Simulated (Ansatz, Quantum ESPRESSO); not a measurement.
# Pt(100), 5 layers, one monolayer of P on bridge sites: vacuum level and surface dipole, part 6 of 6

Aim: the work function of each face of Pt(100), 5 layers, one monolayer of P on bridge sites, and how it moves with functional, pseudopotentials and boundary condition.

Quantum ESPRESSO 7.5; plane-wave DFT, PBE, GBRV ultrasoft pseudopotentials; geometry and cross-check by Ansatz 0.2.0 with PAW datasets.

So far. Step 10 (Self-consistent run: PW91, GBRV ultrasoft): The upper face goes from 4.924 eV (PBE, GBRV) to 4.953 eV, a change of +0.029 eV. Step 11 (Ground state: revPBE, GBRV ultrasoft): The upper face goes from 4.924 eV (PBE, GBRV) to 4.846 eV, a change of -0.079 eV.

### 13. SCF with pw.x, with smearing = mp, degauss = 0.002 and K_POINTS = [13, 13, 1]

How much does a setting matter? One run is repeated with a change.

Level of this step: plane-wave DFT, PBE, GBRV ultrasoft pseudopotentials (Quantum ESPRESSO 7.5).

Contents of scf.w0.in:

```
&control
  prefix = 'scf.w0'
  outdir = './out'
  pseudo_dir = './pseudo'
  calculation = 'scf'
  tprnfor = .true.
  tefield = .true.
  dipfield = .true.
/
&system
  ibrav = 0
  nat = 6
  ntyp = 2
  ecutwfc = 40
  ecutrho = 200
  occupations = 'smearing'
  smearing = 'mp'
  degauss = 0.002
  edir = 3
  emaxpos = 0.97
  eopreg = 0.04
  eamp = 0.0
/
&electrons
  conv_thr = 1e-07
  mixing_beta = 0.4
  electron_maxstep = 120
  mixing_mode = 'local-TF'
/
ATOMIC_SPECIES
  Pt  195.0840  pt_pbe_v1.4.uspp.F.UPF
  P   30.9738  p_pbe_v1.5.uspp.F.UPF
CELL_PARAMETERS angstrom
  2.77185858230000 0.00000000000000 0.00000000000000
  0.00000000000000 2.77185858230000 0.00000000000000
  0.00000000000000 0.00000000000000 26.84000000000000
ATOMIC_POSITIONS crystal
  Pt  0.000000000000 0.000000000000 0.309239940400
  Pt  0.500000000000 0.500000000000 0.382265275700
  Pt  0.000000000000 0.000000000000 0.455290611000
  Pt  0.500000000000 0.500000000000 0.530884979819
  Pt  0.000000000000 0.000000000000 0.610046388341
  P   0.500000000000 0.000000000000 0.679875521063
K_POINTS automatic
  13 13 1 0 0 0
```

Launch:

```
OMP_NUM_THREADS=1 mpirun -n 4 pw.x -nk 4 -in scf.w0.in > scf.w0.out
```

Log:

```text
[banner, memory and clock lines left out]
Program PWSCF v.7.5 starts
[citation notice left out]

[...]
bravais-lattice index     =            0
     lattice parameter (alat)  =       5.2381  a.u.
     unit-cell volume          =    1391.6219 (a.u.)^3
     number of atoms/cell      =            6
     number of atomic types    =            2
     number of electrons       =        85.00
     number of Kohn-Sham states=           52
     kinetic-energy cutoff     =      40.0000  Ry
     charge density cutoff     =     200.0000  Ry
     scf convergence threshold =      1.0E-07
     mixing beta               =       0.4000
     number of iterations used =            8  local-TF  mixing
     Exchange-correlation=  SLA  PW   PBX  PBC
                           (   1   4   3   4   0   0   0)

[...]
PseudoPot. # 1 for Pt read from file:
     ./pseudo/pt_pbe_v1.4.uspp.F.UPF
     Pseudo is Ultrasoft + core correction, Zval = 16.0
     Generated by new atomic code, or converted to UPF format
     Using radial grid of  985 points,  6 beta functions with:
                l(1) =   0
                l(2) =   0
                l(3) =   1
                l(4) =   1
                l(5) =   2
                l(6) =   2
     Q(r) pseudized with  8 coefficients,  rinner =    1.300   1.300   1.300
                                                       1.300   1.300

     PseudoPot. # 2 for P  read from file:
     ./pseudo/p_pbe_v1.5.uspp.F.UPF
     Pseudo is Ultrasoft + core correction, Zval =  5.0
     Generated by new atomic code, or converted to UPF format
     Using radial grid of  903 points,  6 beta functions with:
                l(1) =   0
                l(2) =   0
                l(3) =   1
                l(4) =   1
                l(5) =   2
                l(6) =   2
     Q(r) pseudized with  8 coefficients,  rinner =    1.300   1.300   1.300
                                                       1.300   1.300

     atomic species   valence    mass     pseudopotential
     Pt               16.00   195.08400     Pt( 1.00)
     P                 5.00    30.97380     P ( 1.00)

     No symmetry found

[...]
number of k points=    85  Methfessel-Paxton smearing, width (Ry)=  0.0020
[...]
Dense  grid:    66601 G-vectors     FFT dimensions: (  24,  24, 240)

     Smooth grid:    47617 G-vectors     FFT dimensions: (  24,  24, 216)

     Initial potential from superposition of free atoms

     starting charge      82.4998, renormalised to      85.0000

     negative rho (up, down):  9.598E-01 0.000E+00

     Adding external electric field

     Computed dipole along edir(3) :
        Dipole               -1.7069 Ry au,         -4.3384 Debye
        Dipole field         -0.0154 Ry au,

        Potential amp.        1.5010 Ry
        Total length         48.6914 bohr

     Starting wfcs are   64 randomized atomic wfcs

     per-process dynamical memory:   152.1 Mb

     Self-consistent Calculation

     iteration #  1     ecut=    40.00 Ry     beta= 0.40
     Davidson diagonalization with overlap
     ethr =  1.00E-02,  avg # of iterations =  8.6

     negative rho (up, down):  1.172E+00 0.000E+00

     Adding external electric field

     Computed dipole along edir(3) :
        Dipole               10.3884 Ry au,         26.4047 Debye
        Dipole field          0.0938 Ry au,

        Potential amp.       -9.1353 Ry
        Total length         48.6914 bohr

     total energy              =   -1009.99524979 Ry
     estimated scf accuracy    <    1138.02397157 Ry

     iteration #  2     ecut=    40.00 Ry     beta= 0.40
[...]
c_bands:  2 eigenvalues not converged
[...]
negative rho (up, down):  1.175E+00 0.000E+00

[...]
Dipole               -5.8370 Ry au,        -14.8361 Debye
[...]
total energy              =    -882.44294525 Ry
     estimated scf accuracy    <   11831.01038862 Ry

     iteration #  3     ecut=    40.00 Ry     beta= 0.40
[...]
c_bands:  3 eigenvalues not converged
[...]
negative rho (up, down):  1.559E+00 0.000E+00

[...]
Dipole               -7.4527 Ry au,        -18.9428 Debye
[...]
total energy              =   -1135.01946511 Ry
     estimated scf accuracy    <    3529.07837634 Ry

     iteration #  4     ecut=    40.00 Ry     beta= 0.40
[...]
negative rho (up, down):  2.370E+00 0.000E+00

[...]
Dipole               -1.3704 Ry au,         -3.4831 Debye
[...]
total energy              =   -1121.07406475 Ry
     estimated scf accuracy    <   11848.10166180 Ry

     iteration #  5     ecut=    40.00 Ry     beta= 0.40
[...]
negative rho (up, down):  1.671E+00 0.000E+00

[...]
Dipole               -2.1825 Ry au,         -5.5474 Debye
[...]
total energy              =    -984.15901602 Ry
     estimated scf accuracy    <    6376.02019993 Ry

     iteration #  6     ecut=    40.00 Ry     beta= 0.40
[...]
negative rho (up, down):  1.822E+00 0.000E+00

[...]
Dipole               -2.7479 Ry au,         -6.9844 Debye
[...]
total energy              =   -1072.37047396 Ry
     estimated scf accuracy    <      59.36108628 Ry

[...]
iteration # 60     ecut=    40.00 Ry     beta= 0.40
[...]
negative rho (up, down):  8.951E-01 0.000E+00

[...]
Dipole                0.0572 Ry au,          0.1453 Debye
[...]
total energy              =   -1068.92389494 Ry
     estimated scf accuracy    <       0.00000190 Ry

     iteration # 61     ecut=    40.00 Ry     beta= 0.40
[...]
negative rho (up, down):  8.951E-01 0.000E+00

[...]
Dipole                0.0573 Ry au,          0.1457 Debye
[...]
total energy              =   -1068.92389495 Ry
     estimated scf accuracy    <       0.00000018 Ry

     iteration # 62     ecut=    40.00 Ry     beta= 0.40
[...]
negative rho (up, down):  8.951E-01 0.000E+00

[...]
Dipole                0.0574 Ry au,          0.1459 Debye
[...]
total energy              =   -1068.92389496 Ry
     estimated scf accuracy    <       0.00000052 Ry

     iteration # 63     ecut=    40.00 Ry     beta= 0.40
[...]
negative rho (up, down):  8.951E-01 0.000E+00

[...]
Dipole                0.0578 Ry au,          0.1470 Debye
[...]
End of self-consistent calculation

          k = 0.0000 0.0000 0.0000 (  6007 PWs)   bands (ev):

   -47.1982 -46.9456 -46.9233 -46.7437 -46.7053 -46.6939 -46.6811 -46.5975
   -46.5815 -46.4352 -46.3787 -46.3616 -46.0912 -46.0775 -46.0086  -7.1591
    -3.5301  -2.2486  -1.1260  -0.7345  -0.3500  -0.2537   0.1635   0.7347
     1.4914   2.0704   2.3101   2.4668   2.6337   2.8154   3.2111   3.3781
     3.6056   3.9153   4.0755   4.1600   4.6638   4.9593   5.0645   5.1480
     5.2268   5.3136   5.7880   6.0871   6.1702   6.1865   7.3727  10.0435
    10.1222  10.2796  10.8629  11.5009

          k = 0.0000 0.0769 0.0000 (  5987 PWs)   bands (ev):

   -47.1967 -46.9427 -46.9221 -46.7589 -46.7312 -46.6817 -46.6786 -46.6136
   -46.5812 -46.4339 -46.3920 -46.3608 -46.0914 -46.0902 -46.0073  -7.0666
    -3.3785  -2.1198  -1.0215  -0.6305  -0.2345  -0.1554   0.2875   0.8210
     1.5460   2.1385   2.3027   2.5023   2.5631   2.8257   2.9989   3.1315
     3.6671   3.8215   4.1490   4.3004   4.5130   4.6174   4.8589   4.9159
     5.4566   5.4986   5.6163   5.9875   6.2011   6.2386   8.0861   9.1358
    10.2626  10.3447  10.9876  11.6347

[...]
the Fermi energy is     5.9871 ev

!    total energy              =   -1068.92389496 Ry
     estimated scf accuracy    <          4.2E-09 Ry
     smearing contrib. (-TS)   =      -0.00004784 Ry
     internal energy E=F+TS    =   -1068.92384711 Ry

     The total energy is F=E-TS. E is the sum of the following terms:
     one-electron contribution =  -10109.30421263 Ry
     hartree contribution      =    5081.49387791 Ry
     xc contribution           =    -290.32024063 Ry
     ewald contribution        =    4249.20669803 Ry
     electric field correction =       0.00003020 Ry

     convergence has been achieved in  63 iterations

     negative rho (up, down):  8.951E-01 0.000E+00

     Forces acting on atoms (cartesian axes, Ry/au):

     atom    1 type  1   force =    -0.00000000    0.00000003    0.00021203
     atom    2 type  1   force =     0.00000001    0.00000002   -0.01294270
     atom    3 type  1   force =     0.00000000    0.00000007    0.01476154
     atom    4 type  1   force =    -0.00000003   -0.00000001   -0.00092726
     atom    5 type  1   force =    -0.00000003    0.00000007    0.00134451
     atom    6 type  2   force =     0.00000005   -0.00000018   -0.00244812

     Total force =     0.019853     Total SCF correction =     0.000642

[...]
```

Run time: 15 min. Hardware: 4 MPI ranks of Arm Neoverse V2, shared host; peak memory 0.94 GiB; 59 min of CPU time.

Beside the run it was changed from:

| quantity | this run | unchanged run | difference |
| --- | --- | --- | --- |
| dipole along the normal (e·Å) | 0.03060 | 0.03198 | -0.0014 |
| free energy (eV) | -14543.45 | -14543.45 | 8.2e-4 |
| wall time (s) | 885 | 647 |  |
| SCF iterations | 63 | 82 |  |

The free energy moves by +0.14 meV an atom.

The physical values in this table move by up to 4.3 %.

### 14. Electrostatic potential

The same post-processing, on the changed run.

Contents of scf.w0.pot.in:

```
&inputpp
  prefix = 'scf.w0'
  outdir = './out'
  filplot = 'scf.w0.pot.dat'
  plot_num = 11
/
```

Launch:

```
OMP_NUM_THREADS=1 mpirun -n 4 pp.x -in scf.w0.pot.in > scf.w0.pot.out
```

Elapsed: 0.95 s, on 4 MPI ranks; peak memory 0.1 GiB; 3.4 s of CPU time.

Beside the run it was changed from:

| quantity | this run | unchanged run | difference |
| --- | --- | --- | --- |
| work function of the upper face (eV) | 4.948 | 4.919 | 0.029 |
| work function of the lower face (eV) | 5.669 | 5.672 | -0.0035 |
| upper vacuum line continued to the top atoms, over the Fermi level (eV) | 4.948 | 4.919 | 0.029 |
| lower vacuum line continued to the bottom atoms, over the Fermi level (eV) | 5.668 | 5.672 | -0.0036 |
| wall time (s) | 0.95 | 0.94 |  |

Levels move by up to 29 meV, a modest change.

### 15. By hand

In the first self-consistent run, on its own zero, the Fermi level is 6.009 eV and the upper vacuum level 10.928 eV: φ = 10.928 − (6.009) = 4.919 eV.

The dipole of 0.1536 D is 0.0320 e Å (1 D = 0.20819 e Å). A dipole layer steps the potential by e p/(ε₀A), with e/ε₀ = 180.95 V Å: 180.95 × 0.0320 / 7.683 = 0.753 eV, against 0.753 eV between the two work functions.

### 16. Outcome

* work function of the covered face, PBE, GBRV: 4.92 eV
* work function of the bare face, PBE, GBRV: 5.67 eV
* covered face by ESM: 4.92 eV
* dipole along the normal: 0.0320 e·Å
* covered face by Ansatz: 4.93 eV

**Reading.** At the first level (PBE, GBRV ultrasoft) the work function comes to 4.92 eV on the upper face and 5.67 eV on the lower. The P layer ends 1.87 Å above the top metal plane and lowers the work function by 0.75 eV against the bare face. This is the step −180.95 p/A = -0.75 eV of the slab's dipole p = 0.03198 e Å, which the dipole correction builds in. The bare face is held at bulk positions, so it is no relaxed clean surface. ESM differs from the periodic treatment by +5 meV on the upper face and -5 meV on the lower. Over the levels tried the upper face spans 4.85 eV (QE revPBE GBRV ultrasoft, ESM bc1) to 4.95 eV (QE PW91 GBRV ultrasoft, ESM bc1). Quantum ESPRESSO and Ansatz give 4.92 and 4.93 eV for the upper face, which agree. Ansatz ran with Fermi-Dirac smearing of 0.1 eV against cold smearing of 0.02 Ry, which alone can move a level by some tens of meV. With 10×10 points and so few layers the values hold to some 0.05 to 0.1 eV. The slab is cut at a tabulated measured bulk lattice constant, given to two decimals. A full 1×1 monolayer may not be the stable structure at this coverage. Spin-orbit coupling is left out; depending on the atoms that carry the levels of interest, it can split and shift them by tenths of an eV to an eV or more.

[Logs are printed without paths, hosts, clocks, repeated set-up lines and the standing remarks that a program may print on its own settings, such as how far it seeks lower states.]

[Hosts, paths, dates, database ids (printed as entryN), source tags and the programs' standing remarks are cut or masked in the printed files.]

[Maps of the electrostatic potential energy from Ansatz leave out the sawtooth potential of an applied field or a dipole correction, so their vacuum need not be flat; planar profiles and work functions include it.]
